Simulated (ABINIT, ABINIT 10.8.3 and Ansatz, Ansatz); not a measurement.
# CrF6 (R-3): Bethe-Salpeter spectra with ABINIT

Wanted: excitons and ε₂ of CrF6 (R-3), with cost.

Calculated with ABINIT 10.8.3 and Ansatz 0.2.0; PBEsol and many-body steps on it, plane waves.

## (1) Set-up

It takes space group R-3 (No. 148, trigonal). The conventional cell has a = 4.805 Å, b = 4.805 Å, c = 13.108 Å, α = 90.00°, β = 90.00°, γ = 120.00°. Nearest to Cr lie 6 F at 1.74 Å. Nearest to F lie 1 Cr at 1.74 Å. Farther neighbours and most contacts between anions are not listed.

Structure file:

```cif
data_structure
_symmetry_space_group_name_H-M 'P 1'
_symmetry_Int_Tables_number 1
_cell_length_a 5.1755
_cell_length_b 5.1755
_cell_length_c 5.1755
_cell_angle_alpha 55.316
_cell_angle_beta 55.316
_cell_angle_gamma 55.316
_cell_volume 87.35
loop_
_atom_site_label
_atom_site_type_symbol
_atom_site_fract_x
_atom_site_fract_y
_atom_site_fract_z
_atom_site_occupancy
Cr1 Cr 0.00000 0.00000 0.00000 1
F2 F 0.36860 0.08184 0.77900 1
F3 F 0.08184 0.77900 0.36860 1
F4 F 0.22100 0.63140 0.91816 1
F5 F 0.91816 0.22100 0.63140 1
F6 F 0.63140 0.91816 0.22100 1
F7 F 0.77900 0.36860 0.08184 1
```

The cell and positions are those that the Materials Project relaxed with its own functionals (PBE, PBE+U or r2SCAN), kept fixed.

## (2) Empty states on the mesh, 2×2×2 mesh, 76 bands

This step: ABINIT 10.8.3; DFT, PBEsol, plane waves, norm-conserving pseudopotentials.

The sums over transitions need many empty states on a uniform mesh; this step solves for them.

The input, run.abi:

```
acell 3*1.0 Angstrom
rprim 
  2.402403871812 1.387028522093 4.369215055800
  -2.402403871812 1.387028522093 4.369215055800
  0.000000000000 -2.774057044186 4.369215055800
ntypat 2
znucl 24 9
natom 7
typat 1 2 2 2 2 2 2
xred 
  0.000000000000 0.000000000000 0.000000000000
  0.368598720000 0.081843300000 0.779004130000
  0.081843300000 0.779004130000 0.368598720000
  0.220995870000 0.631401280000 0.918156700000
  0.918156700000 0.220995870000 0.631401280000
  0.631401280000 0.918156700000 0.220995870000
  0.779004130000 0.368598720000 0.081843300000
pp_dirpath "pseudos"
pseudos "Cr.upf, F.upf"
ecut 43
ngkpt 2 2 2
nshiftk 1
shiftk 0 0 0
kptopt 1
chksymbreak 0
iscf -2
irdden 1
istwfk *1
nband 76
nbdbuf 6
tolwfr 1e-09
nstep 60
prtvol 0
indata_prefix "in"
outdata_prefix "out"
tmpdata_prefix "tmp"
```

On the command line:

```console
$ OMP_NUM_THREADS=1 mpirun -n 4 abinit run.abi > log
```

Numbers of over 12 decimals in the logs are rounded to 6 here.

The program printed:

```text
.Version 10.8.3 of ABINIT. v10.8.2 released Aug 2026.

 Symmetries : space group R-3 (#148); Bravais hR (rhombohedral)
[... echo of the input left out ...]
== DATASET  1 ==================================================================
-   mpi_nproc: 4, omp_nthreads: 1 (-1 if OMP is not activated)

--- !DatasetInfo
iteration_state: {dtset: 1, }
dimensions: {natom: 7, nkpt: 4, mband: 76, nsppol: 1, nspinor: 1, nspden: 1, mpw: 7993, }
cutoff_energies: {ecut:  43.0, pawecutdg:  -1.0, }
[...]
1.07281    1.07281    1.07362    1.07362    1.08190    1.12251    1.14362    1.14362
   1.14811    1.18999    1.18999    1.20572    1.22679    1.22679    1.22707    1.22707
   1.33671    1.35654    1.35672    1.36480
 prteigrs : prtvol=0 or 1, do not print more k-points.

== END DATASET(S) ==============================================================
================================================================================

 -outvars: echo values of variables after computation  --------
            nband          76
             nkpt           4
          spgroup         148
 [... the other variables as echoed above ...]

 Calculation completed.
```

Wall time 17 s (4 MPI ranks of Arm Neoverse V1, shared host); peak memory 0.43 GiB.

Numbers from this step:

* gap: 1.937 eV
* k of the valence top: 0.5, 0.5, 0
* k of the conduction bottom: 0, 0, 0
* least direct gap: 1.992 eV
* k points computed: 4
* lowest point of the top converged band, above the valence top: 35.94 eV

On this mesh the gap is 1.937 eV.

The density comes from a self-consistent run that is not shown.

## (3) Screening, 2×2×2 mesh, 70 bands, screening to 98 eV

The RPA dielectric matrix is built and inverted for each q.

This step: RPA screening on PBEsol, plane waves, norm-conserving pseudopotentials.

run.abi, as its differences from that of step 2:

```diff
@@ -25,10 +25,11 @@
 chksymbreak 0
-iscf -2
-irdden 1
 istwfk *1
-nband 76
-nbdbuf 6
-tolwfr 1e-09
-nstep 60
-prtvol 0
+occopt 1
+irdwfk 1
+optdriver 3
+nband 70
+ecuteps 3.6
+inclvkb 2
+awtr 1
+symchi 1
 indata_prefix "in"
```

The program printed:

```text
.Version 10.8.3 of ABINIT. v10.8.2 released Aug 2026.

 Symmetries : space group R-3 (#148); Bravais hR (rhombohedral)
[... echo of the input left out ...]
== DATASET  1 ==================================================================
-   mpi_nproc: 4, omp_nthreads: 1 (-1 if OMP is not activated)

--- !DatasetInfo
iteration_state: {dtset: 1, }
dimensions: {natom: 7, nkpt: 4, mband: 70, nsppol: 1, nspinor: 1, nspden: 1, mpw: 7993, }
cutoff_energies: {ecut:  43.0, pawecutdg:  -1.0, }
[...]
--------------------------------------------------------------------------------
[... chi0 elements left out ...]
 For q-point:  0.000010 0.000020 0.000030
  dielectric constant =   3.3783
  dielectric constant without local fields =   6.2296

  Average fulfillment of the sum rule on Im[epsilon] for q-point    1 :     25.53  [%]
[... wings left out ...]
  q-point number  2        q = ( 0.500000, 0.000000, 0.000000) [r.l.u.]
--------------------------------------------------------------------------------
[... chi0 elements left out ...]
  Average fulfillment of the sum rule on Im[epsilon] for q-point    2 :     31.79  [%]

 [... 2 further q-points ...]
```

It took 16 s on 4 MPI ranks; peak memory 1.2 GiB; 64 s of CPU time.

This step gave:

```
ε∞ with local fields, on this mesh, along the program's q direction : 3.378
the same without local fields                                       : 6.230
plasma frequency                                                    : 29.73 eV
plane waves in the screening matrix                                 : 193
```

Local fields lower ε∞ by 46 %. On a Γ-centred mesh this coarse the value itself is usually too large, while a short band sum pulls it down.

## (4) Self-energy, 2×2×2 mesh, 70 bands, screening to 98 eV

The self-energy is evaluated for the states that the input lists, and the levels follow from it, in one-shot runs by the linearised quasiparticle equation.

This step: G0W0 on PBEsol, plane waves, norm-conserving pseudopotentials.

run.abi, as its differences from that of step 3:

```diff
@@ -28,8 +28,17 @@
 irdwfk 1
-optdriver 3
+optdriver 4
 nband 70
+gwcalctyp 0
+ecutsigx 43
+symsigma 1
+nkptgw 2
+kptgw 
+  0.5000000000 0.5000000000 0.0000000000
+  0.0000000000 0.0000000000 0.0000000000
+bdgw 
+  27 30
+  27 31
 ecuteps 3.6
-inclvkb 2
-awtr 1
-symchi 1
+irdscr 1
+ppmodel 1
 indata_prefix "in"
```

The program printed:

```text
.Version 10.8.3 of ABINIT. v10.8.2 released Aug 2026.

 Symmetries : space group R-3 (#148); Bravais hR (rhombohedral)
[... echo of the input left out ...]
== DATASET  1 ==================================================================
-   mpi_nproc: 4, omp_nthreads: 1 (-1 if OMP is not activated)

--- !DatasetInfo
iteration_state: {dtset: 1, }
dimensions: {natom: 7, nkpt: 4, mband: 70, nsppol: 1, nspinor: 1, nspden: 1, mpw: 7993, }
cutoff_energies: {ecut:  43.0, pawecutdg:  -1.0, }
[...]
Band     E0 <VxcDFT>   SigX SigC(E0)      Z dSigC/dE  Sig(E)    E-E0       E
[...]
30  -0.418 -25.180 -19.048  -2.587   0.742  -0.347 -22.549   2.631   2.213
       31  -0.418 -25.180 -19.048  -2.587   0.742  -0.347 -22.549   2.631   2.213

== END DATASET(S) ==============================================================
================================================================================

 -outvars: echo values of variables after computation  --------
           etotal      0.0000000000E+00
            nband          70
             nkpt           4
          spgroup         148
 [... the other variables as echoed above ...]

 Calculation completed.
```

Wall time 5.8 s (4 MPI ranks); peak memory 0.98 GiB; 23 s of CPU time.

This step gave:

```
G0W0 gap on the points computed              : 4.959 eV
starting gap on the mesh                     : 1.937 eV
k of the valence top                         : 0.5, 0.5, 0
k of the conduction bottom                   : 0, 0, 0
least direct G0W0 gap on the computed points : 4.996 eV
```

The gap on the mesh goes from 1.94 eV to 4.96 eV, a correction of +3.02 eV.

The gap opens by 3.022 eV; the next steps shift the empty bands rigidly by 3.022 eV.

## (5) Excitons

Optical absorption needs the electron-hole interaction, solved here in a basis of vertical transitions on the mesh.

This step: Bethe-Salpeter equation on PBEsol with a scissors shift, plane waves, norm-conserving pseudopotentials.

run.abi, as its differences from that of step 4:

```diff
@@ -28,17 +28,17 @@
 irdwfk 1
-optdriver 4
-nband 70
-gwcalctyp 0
-ecutsigx 43
-symsigma 1
-nkptgw 2
-kptgw 
-  0.5000000000 0.5000000000 0.0000000000
-  0.0000000000 0.0000000000 0.0000000000
-bdgw 
-  27 30
-  27 31
+optdriver 99
+bs_calctype 1
+mbpt_sciss 3.022 eV
+bs_loband 11
+nband 33
+bs_exchange_term 1
+bs_coulomb_term 11
+bs_coupling 0
+bs_algorithm 1
+bs_freq_mesh 0 11 0.1 eV
+zcut 0.15 eV
 ecuteps 3.6
+ecutwfn 21.5
+inclvkb 2
 irdscr 1
-ppmodel 1
 indata_prefix "in"
```

The program printed:

```text
.Version 10.8.3 of ABINIT. v10.8.2 released Aug 2026.

 Symmetries : space group R-3 (#148); Bravais hR (rhombohedral)
[... echo of the input left out ...]
== DATASET  1 ==================================================================
-   mpi_nproc: 4, omp_nthreads: 1 (-1 if OMP is not activated)

--- !DatasetInfo
iteration_state: {dtset: 1, }
dimensions: {natom: 7, nkpt: 4, mband: 33, nsppol: 1, nspinor: 1, nspden: 1, mpw: 2813, }
cutoff_energies: {ecut:  21.5, pawecutdg:  -1.0, }
electrons: {nelect:   5.60000000E+01, charge:   0.00000000E+00, occopt:   1.00000000E+00, tsmear:   1.00000000E-02, }

 Exciton: Calculation of dielectric properties by solving the Bethe-Salpeter equation
 in frequency domain and reciprocal space on a transitions basis set.
 Based on a program developed by L. Reining, V. Olevano, F. Sottile,
 S. Albrecht, and G. Onida. Incorporated in ABINIT by M. Giantomassi.

.Using double precision arithmetic ; gwpc =  8

[... cell and pseudopotentials left out ...]
--------------------------------------------------------------------------------

 ==== K-mesh for the wavefunctions ====
 Number of points in the irreducible wedge :     4
[... list of points left out ...]
 Together with  6 symmetry operations and time-reversal symmetry
 yields     8 points in the full Brillouin Zone.

 ==== Q-mesh for the screening function ====
 Number of points in the irreducible wedge :     4
[... list of points left out ...]
 Together with  6 symmetry operations and time-reversal symmetry
 yields     8 points in the full Brillouin Zone.

 vcoul_init : cutoff-mode = AUXILIARY_FUNCTION
 q-points for optical limit:   1
     1)      0.000010    0.000020    0.000030
 setmesh: FFT mesh size selected  =    30x   30x   30
          total number of points  =        27000

 ==== Fundamental parameters for the solution of the Bethe-Salpeter equation: ====
 Algorithm: Direct diagonalization.
 Dimension of the v, W matrices,  npweps  = 193
 Cutoff for the wavefunctions,    npwwfn  = 2813
 Number of k-points in the IBZ,   nkibz   = 4
 Highest empty band included,     nband   = 33
 === Spin UP ===
 Number of resonant transitions          720
 Lowest occupied state                   11
 Highest occupied state                  28
 Lowest unoccupied state                 29
 Highest unoccupied state                33
 Minimum frequency [eV]           Emin    =   0.00
 Maximum frequency [eV]           Emax    =  11.00
 Frequency step [eV]              dE      =   0.10
 Lorentzian broadening [eV]       eta     =   0.15
 RPA L0 with KS energies and KS wavefunctions
 Scissors operator energy [eV] =          3.02
 Local fields effects (v term) included
 Excitonic effects (W term) included
 Full W_GG' included
 W is read from an external SCR file
 Resonant-only calculation (Hermitian case)

 Calculating epsilon_Macro(q-->0,w), along the following directions:
 q = (  1.192823  0.000000  0.000000) [r.l.u.]
 q = (  0.000000  1.192823  0.000000) [r.l.u.]
 q = (  0.000000  0.000000  1.192823) [r.l.u.]
 q = (  0.722545 -0.722545  0.000000) [r.l.u.]
 q = (  0.417162  0.417162 -0.834323) [r.l.u.]
 q = (  1.314082  1.314082  1.314082) [r.l.u.]
 Number of electrons calculated from density =   55.9488; Expected =   56.0000
 average of density, n =  0.094909
 r_s =    1.3600
 omega_plasma =   29.7173 [eV]

. Writing resonant excitonic Hamiltonian on file out_BSR; file size=   0.00 [Gb].
 Direct diagonalization of the resonant excitonic Hamiltonian, Matrix size= 720
. Using LAPACK sequential version.
 Excitonic eigenvalues in eV up to n=   32
   1.97308   2.04177   2.04426   2.05246   2.06983   2.08428   2.09452   2.53643
   2.54876   2.62649   2.67394   2.68377   2.68591   2.69903   2.73003   2.73584
   2.74883   2.75078   2.77351   2.81789   2.84375   2.85338   3.47943   3.49158
   3.52478   3.68876   3.69300   3.90704   3.91448   3.91899   3.99645   4.03247

 First excitonic eigenvalue=    1.97 [eV]
 Last  excitonic eigenvalue=   32.48 [eV]

 GW  direct gap       5.01  0.00 [eV]
 EXC direct gap       1.97  0.00 [eV]
 EXC binding energy   3.04  0.00 [eV]

 Excitonic eigenvalues up to the GW energy gap [eV]
  1 (  1.97  0.00)
  2 (  2.04  0.00)
  3 (  2.04  0.00)
  4 (  2.05  0.00)
  5 (  2.07  0.00)
  6 (  2.08  0.00)
[...]
152 (  4.98  0.00)
153 (  4.98  0.00)
154 (  5.00  0.00)

 Macroscopic dielectric function:
 omega [eV] <KS_RPA_nlf>  <GW_RPA_nlf>  <BSE>
   0.0000   5.7649   0.0000   3.4582   0.0000   2.9628   0.0000
   0.1000   5.7705   0.0170   3.4588   0.0019   2.9634   0.0018
   0.2000   5.7873   0.0343   3.4606   0.0037   2.9652   0.0037
   0.3000   5.8157   0.0522   3.4637   0.0056   2.9682   0.0055
   0.4000   5.8562   0.0711   3.4681   0.0075   2.9725   0.0075
   0.5000   5.9094   0.0913   3.4737   0.0094   2.9781   0.0094
   0.6000   5.9765   0.1133   3.4806   0.0113   2.9850   0.0115
   0.7000   6.0587   0.1377   3.4888   0.0133   2.9934   0.0136
   0.8000   6.1577   0.1652   3.4983   0.0154   3.0031   0.0159
   0.9000   6.2757   0.1966   3.5092   0.0175   3.0145   0.0184

 Writing KS-RPA macroscopic dielectric function without local fields to file: out_RPA_NLF_MDF
 Writing GW-RPA macroscopic dielectric function without local fields to file: out_GW_NLF_MDF
 Writing EXC Macroscopic dielectric function to file: out_EXC_MDF

== END DATASET(S) ==============================================================
================================================================================

 -outvars: echo values of variables after computation  --------
           etotal      0.0000000000E+00
            nband          33
             nkpt           4
          spgroup         148
 [... the other variables as echoed above ...]

 Calculation completed.
```

Wall time 30 s (4 MPI ranks); peak memory 0.52 GiB; 2 min of CPU time.

Numbers from this step:

```yaml
direct_gap_of_the_transition_levels: 5.014 eV
transitions_in_the_window: 720
first_strong_exciton_over_a_fiftieth_of_the_strongest_listed: 2.052 eV
lowest_state: 1.973 eV
binding_of_the_lowest_state_below_the_direct_gap: 3.041 eV
coulomb_term_of_one_mesh_cell: 1.364 eV
```

The lowest state lies at 1.973 eV, 3.041 eV under the direct gap.

Lines within 3 meV are set at the lowest of them, and the highest group, which the list may cut short, is left out. Exciton lines, with heights relative to the strongest:

```
position (eV)  lines merged  oscillator strength, relative
        1.973             1                            0.9
        2.042             2                            0.5
        2.053             1                            2.9
        2.070             1                            0.1
        2.084             1                            1.5
        2.095             1                            0.8
        2.536             1                            5.3
        2.549             1                            4.6
        2.627             1                            8.2
        2.674             1                             29
        2.684             2                             47
        2.699             1                            100
        2.730             1                             21
```

The ε₂ has structure finer than the step of the table below, so its rows give means over 0.5 eV, whole bins alone (the curve runs from 0 to 10.9 eV). Peaks (eV: height): BSE 3.50: 2.41, 4.40: 3.59, 8.40: 0.762; no electron-hole interaction 5.50: 16.6, 8.90: 4.80, 10.70: 5.26; Kohn-Sham, no shift 2.50: 16.8, 5.80: 4.86, 7.70: 5.18.

Mean over the three Cartesian directions of q; broadening 0.15 eV; transition window only. Limits: finite bands, cutoff and mesh; no spin polarisation; d states lean on the start; coarse k mesh. The ε₂ by photon energy; means over each step:

| photon energy (eV) | BSE | no electron-hole interaction | Kohn-Sham, no shift |
| --- | --- | --- | --- |
| 0.5 | 0.00943 | 0.00941 | 0.0933 |
| 1.0 | 0.0211 | 0.0197 | 0.241 |
| 1.5 | 0.0397 | 0.0319 | 0.630 |
| 2.0 | 0.0860 | 0.0476 | 3.27 |
| 2.5 | 0.379 | 0.0697 | 13.4 |
| 3.0 | 0.587 | 0.104 | 6.98 |
| 3.5 | 1.59 | 0.163 | 2.90 |
| 4.0 | 1.53 | 0.287 | 1.78 |
| 4.5 | 2.75 | 0.641 | 1.97 |
| 5.0 | 1.57 | 3.01 | 0.879 |
| 5.5 | 1.24 | 13.3 | 2.01 |
| 6.0 | 0.638 | 7.34 | 3.83 |
| 6.5 | 0.816 | 3.01 | 2.89 |
| 7.0 | 0.318 | 1.78 | 2.66 |
| 7.5 | 0.295 | 2.03 | 4.33 |
| 8.0 | 0.659 | 0.908 | 2.40 |
| 8.5 | 0.678 | 1.86 | 0.466 |
| 9.0 | 0.497 | 3.91 | 0.172 |
| 9.5 | 0.683 | 2.88 | 0.0988 |
| 10.0 | 0.403 | 2.64 | 0.0661 |
| 10.5 | 0.370 | 4.29 | 0.0479 |

(Continued in part 2 of 3.)

[Paths, hosts, dates, memory and timing lines, banners, echoed tables and standing remarks are left out of the program output.]

[Logs are printed without paths, hosts, clocks, repeated set-up lines and the standing remarks that a program may print on its own settings, such as how far it seeks lower states.]

[Runs of the session that timed out or met a known fault of the program may be left out.]

[Hosts, paths, dates, database ids (printed as entryN), source tags and the programs' standing remarks are cut or masked in the printed files.]

[G0W0 gaps are taken among the corrected bands and points alone; a level outside them can change the order at an edge.]

[Where Ansatz stands beside ABINIT at settings called matched, ABINIT's density can come from a denser mesh and the files from another edition; pairs whose starting gaps differed by over 0.03 eV were left out, so agreement reads better than it is.]
